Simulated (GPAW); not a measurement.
# propane-1,3-dithiol between two Cu chains: converging a transmission, part 2 of 3

Wanted: a convergence study of zero-bias transport through propane-1,3-dithiol between two Cu chains, with run times.

GPAW 26.7.0; GPAW LCAO, PAW setups; Landauer transmission from Green's functions with principal layers (ASE), zero bias.

So far, conductance (G₀): step 2 (the reference run) 0.275; step 3 (k-points along the lead 48, n lead 1, period 2.3 Å) 0.191; step 4 (k-points along the lead 24, n lead 2, period 4.6 Å) 0.271; step 7 (energies [-2, 2, 0.2] eV) 0.216.

## 8. Varying the energy step: de = 0.1

run.py reads:

```python
import json
import numpy as np
from ase import Atoms
from ase.transport.calculators import TransportCalculator
from gpaw import GPAW, FermiDirac
from gpaw.lcao.tools import get_lcao_hamiltonian
from scipy.linalg import eigh

# The junction with lead layers at both ends, along the third cell vector
device = Atoms(
    ['Cu', 'Cu', 'Cu', 'Cu', 'Cu', 'S', 'H', 'H', 'C', 'H', 'C', 'H', 'C', 'H', 'H', 'S', 'Cu', 'Cu', 'Cu', 'Cu', 'Cu'],
    positions=[
        [5.79308, 5.84367, 1.15000],
        [5.79308, 5.84367, 3.45000],
        [5.79308, 5.84367, 5.75000],
        [5.79308, 5.84367, 8.05000],
        [5.79308, 5.84367, 10.35000],
        [6.66813, 4.13230, 11.63124],
        [8.33615, 5.02166, 13.10658],
        [8.33399, 3.25000, 13.11035],
        [7.69222, 4.13665, 13.13054],
        [6.17400, 5.02671, 14.38359],
        [6.81988, 4.13900, 14.38360],
        [6.16955, 3.25450, 14.38360],
        [7.69222, 4.13667, 15.63665],
        [8.33401, 3.25003, 15.65685],
        [8.33614, 5.02170, 15.66061],
        [6.66814, 4.13230, 17.13595],
        [5.79308, 5.84367, 18.41720],
        [5.79308, 5.84367, 20.71720],
        [5.79308, 5.84367, 23.01720],
        [5.79308, 5.84367, 25.31720],
        [5.79308, 5.84367, 27.61720]],
    cell=[[11.58615, 0.0, 0.0], [0.0, 11.68734, 0.0], [0.0, 0.0, 28.7672]],
    pbc=True)

# One principal layer of the lead: the first 3 atoms of the device
lead = Atoms(
    ['Cu', 'Cu', 'Cu'],
    positions=[
        [5.79308, 5.84367, 1.15000],
        [5.79308, 5.84367, 3.45000],
        [5.79308, 5.84367, 5.75000]],
    cell=[[11.58615, 0.0, 0.0], [0.0, 11.68734, 0.0], [0.0, 0.0, 6.9]],
    pbc=True)

settings = dict(mode='lcao', basis='szp(dzp)', xc='PBE', h=0.2,
                occupations=FermiDirac(0.1), maxiter=250,
                mixer=dict(beta=0.1, nmaxold=8, weight=100.0),
                convergence=dict(density=0.0001))
energies = np.arange(-2, 2 + 1e-9, 0.1)
eta = 0.0001
n1, n2 = 1, 1
# k and -k transmit alike, so half of the mesh across the current serves
mesh = [(i, j) for i in range(n1) for j in range(n2) if (i, j) <= (-i % n1, -j % n2)]
weights = np.array([1 if (i, j) == (-i % n1, -j % n2) else 2 for i, j in mesh]) / (n1 * n2)

# [... helper functions left out ...]
fermi_lead = ground_state(lead, (1, 1, 16), 'lead.txt')
fermi_device = ground_state(device, (1, 1, 3), 'device.txt')
# [... loop over the mesh left out, but for ...]
        # Shift the lead onto the potential of the device's first layer
        shift = ((H[:, 0, 0] - H0[:, 0, 0]) / S0[0, 0]).real.mean()
# [...]
kT = 8.617333e-5 * 300
bias = [0.1, 0.2, 0.5, 1.0, 1.5, 2.0]
# [... integrals and printing left out ...]
```

Run with:

```sh
$ OMP_NUM_THREADS=1 OPENBLAS_NUM_THREADS=1 python run.py
```

Log:

```text
basis functions: device 159, principal layer 27
Fermi level: lead -4.0452 eV, device -3.9959 eV; lead shifted by -0.0041 eV
largest coupling past the next layer 4.61e-05 eV, largest misfit of the first layer 0.023 eV
  E-E_F (eV)   T (one spin)  [channel counts left out]
    -2.000    9.3785e-01
    -1.900    1.0996e-02
    -1.800    9.3192e-01
    -1.700    1.9073e-02
    -1.600    7.2488e-02
    -1.500    2.0901e-02
    -1.400    3.2208e-02
    -1.300    1.5249e-03
    -1.200    3.2737e-01
    -1.100    4.3704e-01
    -1.000    2.6354e-01
    -0.900    1.3958e-01
    -0.800    9.7794e-02
    -0.700    1.3276e-01
    -0.600    3.5803e-01
    -0.500    9.4452e-01
[...]
1.300    3.7504e-03
     1.400    3.3793e-03
     1.500    3.0696e-03
     1.600    2.8071e-03
     1.700    2.5815e-03
     1.800    2.3851e-03
     1.900    2.2124e-03
     2.000    2.0591e-03
conductance at 300 K: 0.27778 G0 a cell; thermopower 86.54 uV/K
current from the zero-bias T(E) at 0.1 V: 2.2829 uA
current from the zero-bias T(E) at 0.2 V: 5.1361 uA
current from the zero-bias T(E) at 0.5 V: 13.47 uA
current from the zero-bias T(E) at 1.0 V: 26.956 uA
current from the zero-bias T(E) at 1.5 V: 34.257 uA
current from the zero-bias T(E) at 2.0 V: 37.376 uA
```

Wall time 64 s (1 thread of Intel Xeon 6975P-C (Granite Rapids), shared host); peak memory 1.4 GiB.

Numbers from this step:

```
conductance : 0.2778 G₀
```

One spin. Transmission, zone mean against energy, zero at the Fermi level:

| energy (eV) | transmission, zone mean |
| --- | --- |
| -2.00 | 0.938 |
| -1.80 | 0.932 |
| -1.60 | 0.0725 |
| -1.40 | 0.0322 |
| -1.20 | 0.327 |
| -1.10 | 0.437 |
| -1.00 | 0.264 |
| -0.90 | 0.140 |
| -0.70 | 0.133 |
| -0.50 | 0.945 |
| -0.30 | 0.533 |
| -0.10 | 0.955 |
| 0.00 | 0.219 |
| 0.10 | 0.0844 |
| 0.30 | 0.0289 |
| 0.50 | 0.0149 |
| 0.70 | 0.00923 |
| 0.90 | 0.00639 |
| 1.00 | 0.00547 |
| 1.20 | 0.00420 |
| 1.40 | 0.00338 |
| 1.60 | 0.00281 |
| 1.80 | 0.00239 |
| 2.00 | 0.00206 |

Not self-consistent under bias; the bias window is split evenly. Current through one cell, from the zero-bias transmission against bias:

```csv
bias (V),"current through one cell, from the zero-bias transmission (μA)"
0.100,2.28
0.200,5.14
0.500,13.5
1.000,27.0
1.500,34.3
2.000,37.4
```

The conductance, 0.278 G₀, lies 0.9 % above that of the base run.

## 9. Varying the energy step: de = 0.025

Changes to run.py since step 8:

```diff
@@ -50,3 +50,3 @@
                 convergence=dict(density=0.0001))
-energies = np.arange(-2, 2 + 1e-9, 0.1)
+energies = np.arange(-2, 2 + 1e-9, 0.025)
 eta = 0.0001
```

Log:

```text
basis functions: device 159, principal layer 27
Fermi level: lead -4.0452 eV, device -3.9959 eV; lead shifted by -0.0041 eV
largest coupling past the next layer 4.61e-05 eV, largest misfit of the first layer 0.023 eV
  E-E_F (eV)   T (one spin)  [channel counts left out]
    -2.000    9.3785e-01
    -1.975    2.4378e-01
    -1.950    3.3779e-02
[...]
1.975    2.0958e-03
     2.000    2.0591e-03
conductance at 300 K: 0.27503 G0 a cell; thermopower 90.93 uV/K
current from the zero-bias T(E) at 0.1 V: 2.2742 uA
current from the zero-bias T(E) at 0.2 V: 5.2062 uA
current from the zero-bias T(E) at 0.5 V: 13.976 uA
current from the zero-bias T(E) at 1.0 V: 27.341 uA
current from the zero-bias T(E) at 1.5 V: 34.787 uA
current from the zero-bias T(E) at 2.0 V: 37.857 uA
```

Elapsed: 72 s, on 1 thread; peak memory 1.4 GiB.

The conductance equals that of the base run to 0.2 %.

## 10. Energy step: de = 0.0125

Changes to run.py since step 9:

```diff
@@ -50,3 +50,3 @@
                 convergence=dict(density=0.0001))
-energies = np.arange(-2, 2 + 1e-9, 0.025)
+energies = np.arange(-2, 2 + 1e-9, 0.0125)
 eta = 0.0001
```

Log:

```text
basis functions: device 159, principal layer 27
Fermi level: lead -4.0452 eV, device -3.9959 eV; lead shifted by -0.0041 eV
largest coupling past the next layer 4.61e-05 eV, largest misfit of the first layer 0.023 eV
  E-E_F (eV)   T (one spin)  [channel counts left out]
    -2.000    9.3785e-01
    -1.988    6.2779e-01
    -1.975    2.4378e-01
[...]
1.987    2.0774e-03
     2.000    2.0591e-03
conductance at 300 K: 0.27505 G0 a cell; thermopower 91.54 uV/K
current from the zero-bias T(E) at 0.1 V: 2.2773 uA
current from the zero-bias T(E) at 0.2 V: 5.2281 uA
current from the zero-bias T(E) at 0.5 V: 14.018 uA
current from the zero-bias T(E) at 1.0 V: 27.643 uA
current from the zero-bias T(E) at 1.5 V: 35.206 uA
current from the zero-bias T(E) at 2.0 V: 38.273 uA
```

Elapsed: 64 s, on 1 thread; peak memory 1.4 GiB.

The conductance equals that of the base run to 0.2 %.

## 11. Convergence in the energy step

The runs and the base run on one axis.

This step: convergence of the conductance (GPAW 26.7.0).

The conductance by energy step:

```csv
energy step (eV),conductance (G₀)
0.0125,0.275
0.0250,0.275
0.0500,0.275
0.1000,0.278
0.2000,0.216
```

## 12. Varying the density threshold: conv = 0.1

The Hamiltonian is taken from the last density. The density threshold is one of the tests that end the cycle; the energy must settle too, so a loose value may not be the test that decides.

This step: GPAW LCAO, PAW setups; Landauer transmission from Green's functions with principal layers (ASE), zero bias (GPAW 26.7.0).

Changes to run.py since step 10:

```diff
@@ -49,4 +49,4 @@
                 mixer=dict(beta=0.1, nmaxold=8, weight=100.0),
-                convergence=dict(density=0.0001))
-energies = np.arange(-2, 2 + 1e-9, 0.0125)
+                convergence=dict(density=0.1))
+energies = np.arange(-2, 2 + 1e-9, 0.05)
 eta = 0.0001
```

Log:

```text
basis functions: device 159, principal layer 27
Fermi level: lead -4.0440 eV, device -4.0290 eV; lead shifted by 0.0072 eV
largest coupling past the next layer 4.61e-05 eV, largest misfit of the first layer 0.254 eV
  E-E_F (eV)   T (one spin)  [channel counts left out]
    -2.000    9.3428e-01
    -1.950    1.6557e-01
    -1.900    1.8042e-02
    -1.850    9.0263e-02
    -1.800    9.7021e-01
    -1.750    2.6772e-03
    -1.700    9.0550e-02
    -1.650    5.4534e-02
    -1.600    4.7612e-02
    -1.550    3.6936e-02
    -1.500    2.7044e-02
    -1.450    2.2908e-02
    -1.400    2.7786e-02
    -1.350    8.8022e-01
    -1.300    5.3017e-04
    -1.250    1.6919e-01
[...]
1.650    2.8292e-03
     1.700    2.7116e-03
     1.750    2.6022e-03
     1.800    2.5000e-03
     1.850    2.4045e-03
     1.900    2.3150e-03
     1.950    2.2309e-03
     2.000    2.1519e-03
conductance at 300 K: 0.30738 G0 a cell; thermopower 82.3 uV/K
current from the zero-bias T(E) at 0.1 V: 2.5036 uA
current from the zero-bias T(E) at 0.2 V: 5.5378 uA
current from the zero-bias T(E) at 0.5 V: 14.383 uA
current from the zero-bias T(E) at 1.0 V: 29.312 uA
current from the zero-bias T(E) at 1.5 V: 37.517 uA
current from the zero-bias T(E) at 2.0 V: 43.246 uA
```

Wall time 50 s (1 thread); peak memory 1.4 GiB.

Numbers from this step:

```
conductance                                 : 0.3074 G₀
largest misfit of the first principal layer : 0.2544 eV
shift that aligns the lead                  : 0.007226 eV
transmission at the Fermi level (one spin)  : 0.2539
```

One spin. Table of transmission, zone mean by energy, zero at the Fermi level:

```
energy (eV)  transmission, zone mean
      -2.00                    0.934
      -1.85                   0.0903
      -1.80                    0.970
      -1.70                   0.0905
      -1.60                   0.0476
      -1.45                   0.0229
      -1.35                    0.880
      -1.30                   5.3e-4
      -1.15                    0.274
      -1.05                    0.252
      -0.95                    0.485
      -0.90                    0.425
      -0.75                    0.103
      -0.60                    0.420
      -0.50                    0.985
      -0.35                    0.649
      -0.20                    0.572
      -0.10                    0.963
      -0.05                    0.503
       0.00                    0.254
       0.05                    0.148
       0.20                   0.0511
       0.35                   0.0261
       0.50                   0.0161
       0.60                   0.0124
       0.75                  0.00893
       0.90                  0.00682
       1.05                  0.00543
       1.15                  0.00475
       1.30                  0.00398
       1.45                  0.00340
       1.60                  0.00296
       1.70                  0.00271
       1.85                  0.00240
       2.00                  0.00215
```

Not self-consistent under bias; the bias window is split evenly. The current through one cell, from the zero-bias transmission by bias:

```
bias (V)  current through one cell, from the zero-bias transmission (μA)
   0.100                                                            2.50
   0.200                                                            5.54
   0.500                                                            14.4
   1.000                                                            29.3
   1.500                                                            37.5
   2.000                                                            43.2
```

The conductance, 0.307 G₀, lies 12 % above that of the base run. The first layer now differs from the lead by 0.25 eV after a shift of 0.0072 eV, a far poorer match of lead and junction than at the start, whatever the conductance shows.

## 13. Density threshold: conv = 0.01

Changes to run.py since step 12:

```diff
@@ -49,3 +49,3 @@
                 mixer=dict(beta=0.1, nmaxold=8, weight=100.0),
-                convergence=dict(density=0.1))
+                convergence=dict(density=0.01))
 energies = np.arange(-2, 2 + 1e-9, 0.05)
```

Log:

```text
basis functions: device 159, principal layer 27
Fermi level: lead -4.0440 eV, device -4.0290 eV; lead shifted by 0.0072 eV
largest coupling past the next layer 4.61e-05 eV, largest misfit of the first layer 0.254 eV
  E-E_F (eV)   T (one spin)  [channel counts left out]
    -2.000    9.3428e-01
    -1.950    1.6557e-01
    -1.900    1.8042e-02
    -1.850    9.0263e-02
    -1.800    9.7021e-01
    -1.750    2.6772e-03
    -1.700    9.0550e-02
    -1.650    5.4534e-02
    -1.600    4.7612e-02
    -1.550    3.6936e-02
    -1.500    2.7044e-02
    -1.450    2.2908e-02
    -1.400    2.7786e-02
    -1.350    8.8022e-01
    -1.300    5.3017e-04
    -1.250    1.6919e-01
[...]
1.650    2.8292e-03
     1.700    2.7116e-03
     1.750    2.6022e-03
     1.800    2.5000e-03
     1.850    2.4045e-03
     1.900    2.3150e-03
     1.950    2.2309e-03
     2.000    2.1519e-03
conductance at 300 K: 0.30738 G0 a cell; thermopower 82.3 uV/K
current from the zero-bias T(E) at 0.1 V: 2.5036 uA
current from the zero-bias T(E) at 0.2 V: 5.5378 uA
current from the zero-bias T(E) at 0.5 V: 14.383 uA
current from the zero-bias T(E) at 1.0 V: 29.312 uA
current from the zero-bias T(E) at 1.5 V: 37.517 uA
current from the zero-bias T(E) at 2.0 V: 43.246 uA
```

Run time: 52 s. Hardware: 1 thread; peak memory 1.4 GiB.

One spin. Transmission, zone mean against energy, zero at the Fermi level:

```csv
energy (eV),"transmission, zone mean"
-2.000,0.934
-1.800,0.970
-1.600,0.0476
-1.400,0.0278
-1.350,0.880
-1.200,0.211
-1.000,0.363
-0.950,0.485
-0.800,0.130
-0.600,0.420
-0.500,0.985
-0.400,0.762
-0.200,0.572
-0.100,0.963
0.000,0.254
0.200,0.0511
0.400,0.0218
0.600,0.0124
0.800,0.00811
1.000,0.00584
1.200,0.00447
1.400,0.00358
1.600,0.00296
1.800,0.00250
2.000,0.00215
```

Not self-consistent under bias; the bias window is split evenly. The current through one cell, from the zero-bias transmission by bias:

```
bias (V)  current through one cell, from the zero-bias transmission (μA)
   0.100                                                            2.50
   0.200                                                            5.54
   0.500                                                            14.4
   1.000                                                            29.3
   1.500                                                            37.5
   2.000                                                            43.2
```

The conductance, 0.307 G₀, lies 12 % above that of the base run. The first layer now differs from the lead by 0.25 eV after a shift of 0.0072 eV, a far poorer match of lead and junction than at the start, whatever the conductance shows.

## 14. Varying the density threshold: conv = 0.001

Changes to run.py since step 13:

```diff
@@ -49,3 +49,3 @@
                 mixer=dict(beta=0.1, nmaxold=8, weight=100.0),
-                convergence=dict(density=0.01))
+                convergence=dict(density=0.001))
 energies = np.arange(-2, 2 + 1e-9, 0.05)
```

Log:

```text
basis functions: device 159, principal layer 27
Fermi level: lead -4.0440 eV, device -3.9944 eV; lead shifted by -0.0029 eV
largest coupling past the next layer 4.61e-05 eV, largest misfit of the first layer 0.024 eV
  E-E_F (eV)   T (one spin)  [channel counts left out]
    -2.000    9.0958e-01
    -1.950    3.0791e-02
    -1.900    1.1520e-02
[...]
1.950    2.1311e-03
     2.000    2.0569e-03
conductance at 300 K: 0.25789 G0 a cell; thermopower 90.19 uV/K
current from the zero-bias T(E) at 0.1 V: 2.1323 uA
current from the zero-bias T(E) at 0.2 V: 4.9123 uA
current from the zero-bias T(E) at 0.5 V: 13.81 uA
current from the zero-bias T(E) at 1.0 V: 27.408 uA
current from the zero-bias T(E) at 1.5 V: 35.222 uA
current from the zero-bias T(E) at 2.0 V: 38.245 uA
```

Run time: 60 s. Hardware: 1 thread; peak memory 1.4 GiB.

The conductance, 0.258 G₀, lies 6.4 % below that of the base run.

## 15. Varying the density threshold: conv = 1e-06

Changes to run.py since step 14:

```diff
@@ -49,3 +49,3 @@
                 mixer=dict(beta=0.1, nmaxold=8, weight=100.0),
-                convergence=dict(density=0.001))
+                convergence=dict(density=1e-06))
 energies = np.arange(-2, 2 + 1e-9, 0.05)
```

Log:

```text
basis functions: device 159, principal layer 27
Fermi level: lead -4.0452 eV, device -3.9960 eV; lead shifted by -0.0056 eV
largest coupling past the next layer 4.61e-05 eV, largest misfit of the first layer 0.023 eV
  E-E_F (eV)   T (one spin)  [channel counts left out]
    -2.000    9.3808e-01
    -1.950    3.3936e-02
    -1.900    1.1053e-02
[...]
1.950    2.1333e-03
     2.000    2.0588e-03
conductance at 300 K: 0.27734 G0 a cell; thermopower 89.15 uV/K
current from the zero-bias T(E) at 0.1 V: 2.2844 uA
current from the zero-bias T(E) at 0.2 V: 5.1909 uA
current from the zero-bias T(E) at 0.5 V: 13.953 uA
current from the zero-bias T(E) at 1.0 V: 27.759 uA
current from the zero-bias T(E) at 1.5 V: 35.273 uA
current from the zero-bias T(E) at 2.0 V: 38.364 uA
```

Elapsed: 85 s, on 1 thread; peak memory 1.4 GiB.

The conductance, 0.277 G₀, lies 0.7 % above that of the base run.

## 16. Convergence in the density threshold

The runs and the base run on one axis.

This step: convergence of the conductance (GPAW 26.7.0).

The conductance by log10 of the density threshold:

```
log10 of the density threshold  conductance (G₀)
                         -6.00             0.277
                         -4.00             0.275
                         -3.00             0.258
                         -2.00             0.307
                         -1.00             0.307
```

(Part 2 of 3 ends here.)

[Logs are printed without paths, hosts, clocks, repeated set-up lines and the standing remarks that a program may print on its own settings, such as how far it seeks lower states.]

[Hosts, paths, dates, database ids (printed as entryN), source tags and the programs' standing remarks are cut or masked in the printed files.]
